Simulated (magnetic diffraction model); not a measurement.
**Magnetic neutron pattern of DyCuRh**

Space group Imma (no. 74), a = 5.3000 Å, b = 5.3120 Å, c = 7.4820 Å.

```csv
site,atom,x,y,z
4e,Dy,0,1/4,0.6282
4a,Rh,0,1/2,0
4c,Cu,3/4,1/4,1/4
```

The compound is invented for this exercise: a known structure type with other elements, its cell scaled to their sizes and not relaxed.

Only Dy is taken to order (form factors of Dy3+); orders and moment sizes are assumed, and not adapted to the symmetry. Radiation: neutrons of λ = 2.41 Å (absorption by Dy left out), 5° to 100°; isotropic B of 0.53 Å² (Dy), 0.66 Å² (Rh) and 0.79 Å² (Cu). Simulated constant-wavelength pattern: nuclear and magnetic terms add, the magnetic one as |2.695 fm × Σ f S⊥ exp(2πi Q·r) exp(−B s²)|², summed over all Q at one angle with the factor 1/(sin²θ cos θ). For collinear order S is the moment m, which repeats by lattice and centring translations R with the sign exp(−2πi k·R). Free-ion form factors, Sears's scattering lengths of 1992, no absorption; a label names one of the reflections at its angle. The strongest nuclear line in the range is 100, and lines under 0.2 are left out.

Assume the order k = (1 0 0), collinear moments along [001], 5.5 μB on Dy; signs + at (0, 1/4, 0.6282), − at (1/2, 1/4, 0.8718).

Q: Where does magnetic intensity appear, and how strong is it?

```tsv
2θ (°)	index	nuclear	magnetic
26.28	(1 0 0)	0.0	64.3
32.31	(0 1 1)	8.7	0.0
32.36	(1 0 1)	14.5	0.0
37.58	(0 0 2)	1.0	0.0
42.11	(1 1 1)	0.0	39.2
46.40	(0 1 2)	0.0	12.6
53.96	(0 2 0)	29.6	0.0
54.09	(2 0 0)	19.2	0.0
54.11	(1 1 2)	96.2	0.0
57.56	(0 2 1)	0.0	10.1
57.68	(2 0 1)	0.0	10.0
60.99	(1 2 0)	0.0	20.8
64.34	(1 2 1)	78.7	0.0
64.43	(2 1 1)	100.0	0.0
64.52	(0 1 3)	45.1	0.0
64.55	(1 0 3)	43.5	0.0
67.61	(0 2 2)	23.7	0.0
67.73	(2 0 2)	19.3	0.0
70.92	(1 1 3)	0.0	4.0
73.98	(2 1 2)	0.0	19.3
79.93	(2 2 0)	1.2	0.0
80.21	(0 0 4)	0.6	0.0
82.94	(2 2 1)	0.0	9.6
83.03	(0 2 3)	0.0	2.8
83.13	(2 0 3)	0.0	2.8
86.01	(3 0 0)	0.0	4.9
86.18	(1 0 4)	0.0	1.1
88.75	(0 3 1)	1.8	0.0
88.97	(1 2 3)	7.9	0.0
88.99	(3 0 1)	2.9	0.0
89.05	(2 1 3)	2.2	0.0
92.08	(1 1 4)	0.3	0.0
94.68	(1 3 1)	0.0	8.1
94.89	(3 1 1)	0.0	8.1
97.69	(0 3 2)	0.0	6.3
```

The strongest magnetic line in the range is (1 0 0) at 26.28° (64.3). On top of the Lorentz factor, which all lines share, magnetic lines fade with angle because f falls: for Dy3+ it is 0.96, 0.84, 0.69 and 0.41 at sin θ/λ = 0.1, 0.2, 0.3 and 0.5 Å⁻¹, while nuclear lengths stay constant. The order has no net moment.

[Logs are printed without paths, hosts, clocks, repeated set-up lines and the standing remarks that a program may print on its own settings, such as how far it seeks lower states.]
